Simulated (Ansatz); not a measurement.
**How Pt (Fm-3m) expands on warming**

Wanted: α(T), C_P(T) and B(T) of Pt in the quasi-harmonic approximation.

Program: Ansatz 0.2.0. Level of theory: DFT LDA, scalar-relativistic, plane waves, PAW; PAW set soft_1. Results are calculated unless marked as measured.

### Step 1. Set-up

It takes space group Fm-3m (No. 225, cubic). The conventional cell has a = 3.922 Å, b = 3.922 Å, c = 3.922 Å, α = 90.00°, β = 90.00°, γ = 90.00°. Nearest to Pt lie 12 Pt at 2.77 Å.

### Step 2. A first coarse run

Before spending time, one coarse run tells the gap and the pressure of the starting cell.

input.yaml reads:

```yaml
crystal:
  lattice:
    - [0.0, 1.9609, 1.9609]
    - [1.9609, 0.0, 1.9609]
    - [1.9609, 1.9609, 0.0]
  atoms:
    - { symbol: Pt, position: [0.0, 0.0, 0.0] }
kpoints:
  mp_grid: { grid: [8, 8, 8] }
hamiltonian:
  xc: lda
  pseudopotentials: { kind: paw, azcp: { folder: soft_1 }, xc_functional: pbe }
scf:
  occupations: { method: gaussian, width: 0.1 }
  lower_state_search: "off"
output:
  forces: true
  stress: true
  eigenvalues: true
```

Command:

```bash
$ ansatz run input.yaml --threads 8 --pin off --max-ram 16384MiB --backend cpu --events-out ev --progress --plain --runs-dir out
```

Numbers of over 12 decimals in the logs are rounded to 6 here.

The program printed:

```text
Engine: ansatz 0.2.0, aarch64-unknown-linux-gnu
Pseudopotentials: kind: paw
Pseudopotential: Pt, paw, valence charge 18, recommended cutoff 420 eV (normal), soft_1/Pt.paw.azcp
Functional definition: SPW92
  exchange = slater_x
  correlation = pw_c
Crystal: 1 atoms, lattice volume = 15.080 Å³
Basis set: ecut = 420 eV, 283 PW (Γ)
Bands: 13, of which v1, the nominal top of the filled ones, is band 9 counted from 1 (8 counted from 0)
Symmetry: 48 space group operations
Space group: Fm-3m (ITA 225), of the structure as read, at distance tolerance 2.5e-5 Å
k-points: 29 of 512
Non-local potential: Pt, projectors of the file, l = 0: 3, l = 1: 2, l = 2: 2, l = 3: 1
PAW form: soft (Blöchl's): semilocal exchange-correlation on the pseudo side does not see the compensation charge
PAW frozen core: Pt, regenerated for the run's functional, and the local potential with it (the file was generated under x = pbe(κ = 0.804, μ = 0.219515), c = pbe(β = 0.066725))
PAW one-centre angular grid: Pt, 590 points (default); XC on 64 Gauss nodes
Initial density: superposition of atomic densities (chi_scale 0.1, normalization cell)
Initial wavefunctions: pseudopotential atomic-orbital guess
Functional: x = slater, c = lda
SCF iter   1: F=—  HF=-12246.710561 eV  |F-HF|=—  |Δ(HF+E_count)|=         —  Δρ=9.46e-2  dr2=1.26e0  ethr=3.10e-3  ⟨swp⟩=5.0  Hψ=1932  notcnv=0
preconditioner: auto → none  [metal: Δε(μ)=0.054 eV  Ē_g=13.912 eV  σ=0.100 eV  W_gap=0.30  n_scr=8 (ndim 8)  ℏωp=30.2 eV  f_vac=0.000  D(μ)=1.48/eV (n_scr^D=14)  sad-step TF]
SCF iter   2: F=—  HF=-12246.343699 eV  |F-HF|=—  |Δ(HF+E_count)|=   3.67e-1  Δρ=4.33e-2  dr2=2.48e-1  ethr=3.10e-3  ⟨swp⟩=2.4  Hψ=764  notcnv=0  defer=4
SCF iter   3: F=—  HF=-12246.261730 eV  |F-HF|=—  |Δ(HF+E_count)|=   8.20e-2  Δρ=4.72e-3  dr2=1.23e-3  ethr=1.38e-3  ⟨swp⟩=2.0  Hψ=617  notcnv=0  defer=4
SCF iter   4: F=—  HF=-12246.262546 eV  |F-HF|=—  |Δ(HF+E_count)|=   8.15e-4  Δρ=1.54e-4  dr2=1.85e-6  ethr=6.84e-6  ⟨swp⟩=2.3  Hψ=636  notcnv=0  defer=4
SCF iter   5: F=—  HF=-12246.262548 eV  |F-HF|=—  |Δ(HF+E_count)|=   2.44e-6  Δρ=6.02e-5  dr2=4.48e-7  ethr=5.56e-10  ⟨swp⟩=6.4  Hψ=1881  notcnv=0
SCF iter   6: F=-12246.262548 eV  HF=-12246.262548 eV  |F-HF|=4.73e-9  |Δ(HF+E_count)|=   1.41e-7  Δρ=6.43e-6  dr2=5.52e-9  ethr=5.56e-10  ⟨swp⟩=3.1  Hψ=1419  notcnv=0
SCF 1 converged in 6 iterations: F = -12246.262548 eV  dr2 = 5.52e-9
  greatest PAW one-centre occupation: 1.000 electrons in one spin orbital (limit 2), on the Pt atom at site 0 (counted from 0), in its partial waves of l = 0
SCF converged after 6 iterations
Free energy (F): -12246.262548 eV
Harris-Foulkes:  -12246.262548 eV  (|F-HF|=4.73e-9)
Internal energy: -12246.253655 eV  (E = F + TS)
E sigma→0 (E₀):  -12246.258101 eV
Entropy (-TS):   -0.008893 eV (-8.893 meV/atom)
Fermi energy:    22.968227 eV
--- Per-component energies (eV) ---
  E_band       = -136.249636
  E_kinetic    = 596.878914
  E_local      = -1429.825738  (includes V_loc(G=0)·N_el)
  E_nonlocal   = 210.875662
  E_hartree    = 540.401510
  E_xc         = -231.171337
  E_vxc        = -271.300153  (∫ρ·V_xc dr)
  E_paw        = -9206.736321  (= ΣΔE_a)
  E_vpaw       = -323.685942  (= ΣTr[D̂ρ^β])
  E_aug_tail   = 0.001091  (compensation charges beyond the density's cutoff)
  E_ewald      = -2727.141345
  E_core_change = 0.463908  (= ΣΔE_core)
  E_smearing   = -0.008893  (= −TS)
  E_closure    = 0.000000  (closes the sum)
  Σ components = -12246.262548   (vs F -12246.262548, Δ=0.00e0)
--- Forces (eV/Å), atoms counted from 1 ---
  atom   1  Pt    -0.00000000    -0.00000000     0.00000000
  max |Σ_I F_I| component: 1.64e-31 eV/Å
--- Stress (GPa, compression-positive) ---
       -6.859090       0.000000      -0.000000
        0.000000      -6.859090      -0.000000
       -0.000000      -0.000000      -6.859090
  P = ⅓ Tr σ = -6.8591 GPa (-68.591 kbar)
--- Band table (eV; the first three rows and the last of 29) ---
  k-point 0: bands = [... 5 lower, 19.1846, 19.1846, 19.1846, 21.3720, 21.3720, 37.6925, 42.5681, 42.5681]
  k-point 1: bands = [... 5 lower, 18.9444, 19.4057, 19.4057, 21.2710, 21.2710, 38.5749, 40.1347, 43.4934]
  k-point 2: bands = [... 5 lower, 18.8423, 19.5661, 19.5661, 21.5470, 21.5470, 36.2990, 39.4089, 45.5481]
  k-point 28: bands = [... 5 lower, 18.4295, 18.4295, 20.9932, 23.4949, 30.0210, 31.2718, 31.2718, 35.0856]
```

Wall time 0.7 s (8 threads of Arm Neoverse V2, shared host); peak memory 0.25 GiB.

In the SCF lines HF is the Harris–Foulkes energy and dr2 the Hartree energy of the density residual, in eV; the loop may stop once dr2 is under the threshold and the program's other checks hold. Hψ counts applications of the Hamiltonian.

Numbers from this step:

* pressure: -6.859 GPa
* volume per atom: 15.08 Å³/atom
* gap on the k-mesh: 0 eV

The start is under -6.9 GPa at this level and looks like a metal on this mesh.

### Step 3. Relaxation

Phonons are second derivatives about a minimum, so cell and atoms are relaxed first, inside the symmetry of the start.

input.yaml, the sections that differ from step 2:

```yaml
kpoints:
  mp_grid: { grid: [18, 18, 18] }
output:
  forces: true
  stress: true
  eigenvalues: true
  write_density: true
  write_potential: true
  elf: true
  volumetric_format: npy
relax:
  adjacent_minimum: "off"
  f_tol: 0.005
  max_steps: 80
  cell: { stress_tol: 0.05 }
# crystal, hamiltonian, scf: as in step 2
```

The program printed:

```text
[...]
Crystal: 1 atoms, lattice volume = 15.080 Å³
Basis set: ecut = 420 eV, 283 PW (Γ)
Bands: 13, of which v1, the nominal top of the filled ones, is band 9 counted from 1 (8 counted from 0)
Symmetry: 48 space group operations
[...]
k-points: 195 of 5832
[...]
SCF iter   1: F=—  HF=-12246.701814 eV  |F-HF|=—  |Δ(HF+E_count)|=         —  Δρ=9.35e-2  dr2=1.23e0  ethr=3.10e-3  ⟨swp⟩=4.9  Hψ=12991  notcnv=0
[...]
SCF iter   6: F=-12246.271705 eV  HF=-12246.271705 eV  |F-HF|=3.85e-9  |Δ(HF+E_count)|=   2.97e-7  Δρ=5.69e-6  dr2=4.44e-9  ethr=5.56e-10  ⟨swp⟩=5.1  Hψ=14220  notcnv=0
SCF 1 converged in 6 iterations: F = -12246.271705 eV  dr2 = 4.44e-9
[...]
relax step   1: F+E_penalty+E_count = -12246.27170481 eV  Δ(F+E_penalty+E_count) = +0.000e0 eV  max|allowed force component| = 0.000e0 eV/Å  Δτ_max = 0.0000 Å  P = -6.276 GPa  Ω = 15.080 Å³  (6 SCF iters, dr2 threshold 1.00e-7 eV, accepted)
Crystal: 1 atoms, lattice volume = 14.170 Å³
[...]
iter 1 solved again at ethr=7.21e-6 eV; its pass at ethr=3.10e-3 eV (dr2=1.30e-3 eV) is discarded
[...]
SCF iter   5: F=-12246.254088 eV  HF=-12246.254088 eV  |F-HF|=5.64e-10  |Δ(HF+E_count)|=   4.81e-8  Δρ=3.44e-6  dr2=6.12e-10  ethr=5.56e-10  ⟨swp⟩=7.2  Hψ=13720  notcnv=0
SCF 2 converged in 5 iterations: F = -12246.254088 eV  dr2 = 6.12e-10
relax step   2: F+E_penalty+E_count = -12246.25408809 eV  Δ(F+E_penalty+E_count) = +1.762e-2 eV  max|allowed force component| = 0.000e0 eV/Å  Δτ_max = 0.0000 Å  P = +13.887 GPa  Ω = 14.170 Å³  energy of the carried Pulay correction = +2.878e-4 eV  (5 SCF iters, dr2 threshold 1.00e-7 eV, rejected (line search))
Crystal: 1 atoms, lattice volume = 14.784 Å³
[...]
SCF iter   6: F=-12246.278224 eV  HF=-12246.278224 eV  |F-HF|=3.64e-12  |Δ(HF+E_count)|=  1.82e-11  Δρ=1.32e-7  dr2=1.64e-12  ethr=1.00e-12  ⟨swp⟩=5.3  Hψ=9928  notcnv=0
SCF 3 converged in 6 iterations: F = -12246.278224 eV  dr2 = 1.64e-12
relax step   3: F+E_penalty+E_count = -12246.27822400 eV  Δ(F+E_penalty+E_count) = -6.519e-3 eV  max|allowed force component| = 0.000e0 eV/Å  Δτ_max = 0.0000 Å  P = -0.569 GPa  Ω = 14.784 Å³  energy of the carried Pulay correction = +9.155e-5 eV  (6 SCF iters, accepted)
[...]
relax step   4: F+E_penalty+E_count = -12246.27828194 eV  Δ(F+E_penalty+E_count) = -5.794e-5 eV  max|allowed force component| = 0.000e0 eV/Å  Δτ_max = 0.0000 Å  P = +0.029 GPa  Ω = 14.755 Å³  energy of the carried Pulay correction = +1.006e-4 eV  (3 SCF iters, dr2 threshold 1.00e-7 eV, accepted)
[...]
SCF iter   5: F=-12246.278169 eV  HF=-12246.278169 eV  |F-HF|=7.28e-12  |Δ(HF+E_count)|=  1.27e-11  Δρ=8.06e-8  dr2=2.11e-13  ethr=1.00e-12  ⟨swp⟩=4.0  Hψ=8480  notcnv=0
SCF 5 converged in 5 iterations: F = -12246.278169 eV  dr2 = 2.11e-13
relax step   5: F+E_penalty+E_count = -12246.27816946 eV  Δ(F+E_penalty+E_count) = +1.125e-4 eV  max|allowed force component| = 0.000e0 eV/Å  Δτ_max = 0.0000 Å  P = +0.037 GPa  Ω = 14.755 Å³  stress off target by 3.72e-2 GPa  SCF on the basis re-selected at this cell (its energy is not comparable with the rows above)  (5 SCF iters)
basis re-selected at this cell: Δ(F+E_penalty+E_count) = +1.125e-4 eV, ΔP = +0.009 GPa vs the last step (what re-selecting the basis moved, of the pressure what is left beyond the Pulay correction that the steps carried, after the strain that the cell walked since its last selection, with what the two solves' SCF thresholds leave and, on support functions, any second-order correction that the steps lacked; it is no measure of the basis error at this ecutwfc). This SCF's stress stands 3.72e-2 GPa from its target on what of the cell is left free (relax.cell.stress_tol is 5.00e-2 GPa) and its largest allowed force component is 0.00e0 eV/Å (relax.f_tol is 5.00e-3 eV/Å): [rest of the remark cut]
SCF converged after 5 iterations
Free energy (F): -12246.278169 eV
[...]
Internal energy: -12246.267856 eV  (E = F + TS)
E sigma→0 (E₀):  -12246.273013 eV
Entropy (-TS):   -0.010313 eV (-10.313 meV/atom)
Fermi energy:    23.722118 eV
[...]
--- Stress (GPa, compression-positive) ---
        0.037172      -0.000000      -0.000000
       -0.000000       0.037172      -0.000000
       -0.000000      -0.000000       0.037172
  P = ⅓ Tr σ = 0.0372 GPa (0.372 kbar)
--- Band table (eV; the first three rows and the last of 195) ---
  k-point 0: bands = [... 5 lower, 19.7580, 19.7580, 19.7580, 22.0294, 22.0294, 38.3129, 43.3122, 43.3122]
  k-point 1: bands = [... 5 lower, 19.6998, 19.8099, 19.8099, 21.9996, 21.9996, 38.5133, 42.6509, 43.5083]
  k-point 2: bands = [... 5 lower, 19.5506, 19.9459, 19.9459, 21.9357, 21.9357, 39.0613, 41.2627, 44.0788]
  k-point 194: bands = [... 5 lower, 18.5313, 19.4582, 21.7116, 24.2371, 30.9058, 31.3637, 32.7391, 35.9709]
--- Relaxed structure (4 steps of the walk, 3 accepted, 1 SCFs on fresh bases) ---
  F+E_penalty+E_count = -12246.27816946 eV   max|allowed force component| = 0.000e0 eV/Å   (the final SCF, on the basis selected at the relaxed cell)
  cell:  # Å, volume = 14.7553 Å³
    - [0, 1.946733, 1.946733]
    - [1.946733, 0, 1.946733]
    - [1.946733, 1.946733, 0]
  atoms:
    - { symbol: Pt, position: [0.0, 0.0, 0.0] }
```

Run time: 1.7 s. Hardware: 8 threads; peak memory 0.32 GiB; 10 s of CPU time.

Step by step:

```tsv
step	energy less that of the first step (eV)	largest force component (eV/Å)	pressure (GPa)	volume (Å³)
1	0.0000	0.0000	-6.28	15.08
2	0.0176	0.0000	13.89	14.17
3	-0.0065	0.0000	-0.57	14.78
4	-0.0066	0.0000	0.03	14.76
5*	-0.0065	0.0000	0.04	14.76
```

Relaxation steps marked * repeat the geometry before them on a plane-wave basis chosen anew for their cell, so energy and pressure can jump there. Relaxation step 2 was tried and not accepted.

```tsv
conventional cell, symmetrised	before	after	change
a (Å)	3.922	3.893	-0.7 %
b (Å)	3.922	3.893	-0.7 %
c (Å)	3.922	3.893	-0.7 %
volume (Å³/atom)	15.08	14.76	-2.2 %
```

The relaxed structure:

```xyz
1
Lattice="0.0000 1.9467 1.9467 1.9467 0.0000 1.9467 1.9467 1.9467 0.0000" Properties=species:S:1:pos:R:3 pbc="T T T"
Pt    0.0000    0.0000    0.0000
```

Numbers from this step:

```
pressure        : 0.03717 GPa
volume per atom : 14.76 Å³/atom
```

Valence density in the ac plane of the conventional cell at fractional y = 0.000, with atoms of Pt within 0.2 Å of it. It is the smooth field of the valence electrons, not physical close to the nuclei.

Ten even steps from '_' (0 e/Å³) to '@' (11 e/Å³), each cell a mean:
```
@@##--..______________..++%%
++==::________________..::++
::..____________________....
____________....____________
__________::--==--..________
________..==##%%**--________
________::++@@@@%%==..______
________..++%%@@##--..______
________..::++++==::________
__________....::..__________
..________________________..
==--..__________________::--
%%**--________________..==##
@@%%==..______________::++@@
```
Columns run along a (3.9 Å), rows up along c (3.9 Å), edges of the conventional cell, whose origin can differ from the input's. Atoms in or near the plane, at fractional coordinates: Pt at (0.00, 0.00), Pt at (0.50, 0.50).

Electrostatic potential energy in the ac plane of the conventional cell at fractional y = 0.000, with atoms of Pt within 0.2 Å of it. With pseudopotentials it is smooth inside the atoms' cores, unlike the true potential.

Ten even steps from '_' (-51 eV) to '@' (27 eV), each cell a mean:
```
____::**@@@@@@@@@@@@%%++..__
..::==%%@@@@@@@@@@@@@@**--..
==++##@@@@@@@@@@@@@@@@%%**++
%%%%@@@@@@%%****##%%@@@@@@%%
@@@@@@@@##==::::--++%%@@@@@@
@@@@@@%%++::____..--##@@@@@@
@@@@@@%%==..______::**@@@@@@
@@@@@@%%++..______::**@@@@@@
@@@@@@@@**--....::==%%@@@@@@
@@@@@@@@%%**++==++##@@@@@@@@
**##%%@@@@@@%%%%%%@@@@@@%%**
::--++%%@@@@@@@@@@@@@@##==::
__..--##@@@@@@@@@@@@%%++::__
____::**@@@@@@@@@@@@%%==..__
```
Columns run along a (3.9 Å; values clipped at the 3rd and 97th percentile), rows up along c (3.9 Å), edges of the conventional cell, whose origin can differ from the input's. Atoms in or near the plane, at fractional coordinates: Pt at (0.00, 0.00), Pt at (0.50, 0.50).

ELF in the ac plane of the conventional cell at fractional y = 0.000, with atoms of Pt within 0.2 Å of it. It is the smooth field of the valence electrons, not physical close to the nuclei.

Ten even steps from '0' (0.13) to '9' (0.60), each cell a mean:
```
99852100013799
98642111123579
76432222223357
43233456533333
11224689863221
01136899985210
00147999996210
00137999985210
11235799864211
22233577643222
65333334323345
98632211122468
99852100113689
99962100014799
```
Columns run along a (3.9 Å), rows up along c (3.9 Å), edges of the conventional cell, whose origin can differ from the input's. Atoms in or near the plane, at fractional coordinates: Pt at (0.00, 0.00), Pt at (0.50, 0.50).

The relaxation ends with a pressure of 0.04 GPa.

### Step 4. Relaxing to small residual forces and stress

The relaxation is repeated with tighter thresholds on force and stress, since phonons are sensitive to what is left; a change of mesh or smearing in the input moves the cell too.

input.yaml reads:

```yaml
crystal:
  lattice:
    - [0.0, 1.9467334241, 1.9467334241]
    - [1.9467334241, 0.0, 1.9467334241]
    - [1.9467334241, 1.9467334241, 0.0]
  atoms:
    - { symbol: Pt, position: [0.0, 0.0, 0.0] }
kpoints:
  mp_grid: { grid: [20, 20, 20] }
hamiltonian:
  xc: lda
  pseudopotentials: { kind: paw, azcp: { folder: soft_1 }, xc_functional: pbe }
scf:
  occupations: { method: methfessel_paxton, width: 0.2 }
  lower_state_search: "off"
output:
  forces: true
  stress: true
  eigenvalues: true
relax:
  adjacent_minimum: "off"
  f_tol: 0.001
  max_steps: 60
  cell: { stress_tol: 0.01 }
```

The program printed:

```text
[...]
Crystal: 1 atoms, lattice volume = 14.755 Å³
Basis set: ecut = 420 eV, 283 PW (Γ)
Bands: 13, of which v1, the nominal top of the filled ones, is band 9 counted from 1 (8 counted from 0)
Symmetry: 48 space group operations
[...]
k-points: 256 of 8000
[...]
k-point 2: bands = [... 5 lower, 19.5898, 19.9195, 19.9195, 21.9548, 21.9548, 38.9319, 41.5667, 43.9395]
  k-point 255: bands = [... 5 lower, 18.9760, 18.9760, 21.6291, 24.2440, 30.8799, 32.0847, 32.0847, 35.9818]
--- Relaxed structure (3 steps of the walk, 2 accepted, 1 SCFs on fresh bases) ---
[...]
cell:  # Å, volume = 14.7543 Å³
    - [0, 1.946689, 1.946689]
    - [1.946689, 0, 1.946689]
    - [1.946689, 1.946689, 0]
  atoms:
    - { symbol: Pt, position: [0.0, 0.0, 0.0] }
[key lines of the parts left out:]
SCF converged after 5 iterations
Free energy (F): -12246.277518 eV
Fermi energy:    23.729113 eV
P = ⅓ Tr σ = 0.0003 GPa (0.003 kbar)
```

Run time: 1.6 s. Hardware: 8 threads; peak memory 0.34 GiB; 9.5 s of CPU time.

Little changed from the start: no atom moved by 0.005 Å and no cell edge by 0.1 %.

This step gave:

```
pressure        : 3.04e-4 GPa
volume per atom : 14.75 Å³/atom
```

The residual pressure is 3.0e-4 GPa, small enough for phonons.

(Continued in part 2 of 2.)

[Logs are printed without paths, hosts, clocks, repeated set-up lines and the standing remarks that a program may print on its own settings, such as how far it seeks lower states.]

[Hosts, paths, dates, database ids (printed as entryN), source tags and the programs' standing remarks are cut or masked in the printed files.]

[A step with changed settings may run another functional than the one named; its input shows which.]
